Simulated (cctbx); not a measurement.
# What resolution and counting buy: NaZn2Ga2

Space group I4/mmm (no. 139), a = 4.0820 Å, b = 4.0820 Å, c = 11.2870 Å, α = 90.00°, β = 90.00°, γ = 90.00°.

| atom | mult. | x | y | z | Ueq (Å²) |
| --- | --- | --- | --- | --- | --- |
| Ga1 | 4 | 1/2 | 1/2 | 0.1133 | 0.0260 |
| Zn1 | 4 | 1/2 | 0 | 1/4 | 0.0270 |
| Na1 | 2 | 0 | 0 | 0 | 0.0400 |

This is a model crystal, built by substitution and not relaxed, with assumed displacement parameters.

Five simulated data sets (cctbx; Mo Kα, λ = 0.71073 Å; 2 % proportional error) differ in resolution or exposure (noise floor 15 counts in the first three, 8 in the last two). Each is refined with the right model, isotropic at 1.1 Å and anisotropic otherwise. How do the figures of merit and the uncertainties move?

```csv
d min (Å),top counts,"⟨I/σ⟩ (unmerged, absences included)",unique,param. (scale apart),Rint,R1,GooF,largest s.u. xyz (fractional),s.u. U of Na1 (Å²),largest error (Å)
1.1,5000,7.0,35,4,0.034,0.0118,0.98,0.00012,0.0018,0.0014
0.84,5000,5.5,70,7,0.042,0.0122,0.89,0.00009,0.0017,0.0008
0.6,5000,2.5,164,7,0.093,0.0204,0.82,0.00007,0.0014,0.0026
0.75,300,0.8,93,7,0.341,0.0541,0.88,0.00044,0.0123,0.0148
0.75,3000,3.7,93,7,0.065,0.0155,0.87,0.00010,0.0019,0.0035
```

The number of reflections grows roughly as 1/d³: 35, 70 and 164 here. R1 follows the noise rather than the truth: at 300 counts it is 0.0541, at 3000 counts 0.0155, while GooF is 0.88 and 0.87: the weights 1/σ² carry the noise. The s.u. of U (U11 where anisotropic) for Na1 goes 0.0018, 0.0017, 0.0014 Å² with resolution and 0.0123, 0.0019 Å² with exposure.

Hardware for the 0.6 Å refinement: 0.37 s on 1 thread of Arm Neoverse V2, on a shared host, peak memory 0.09 GiB.

[Logs are printed without paths, hosts, clocks, repeated set-up lines and the standing remarks that a program may print on its own settings, such as how far it seeks lower states.]
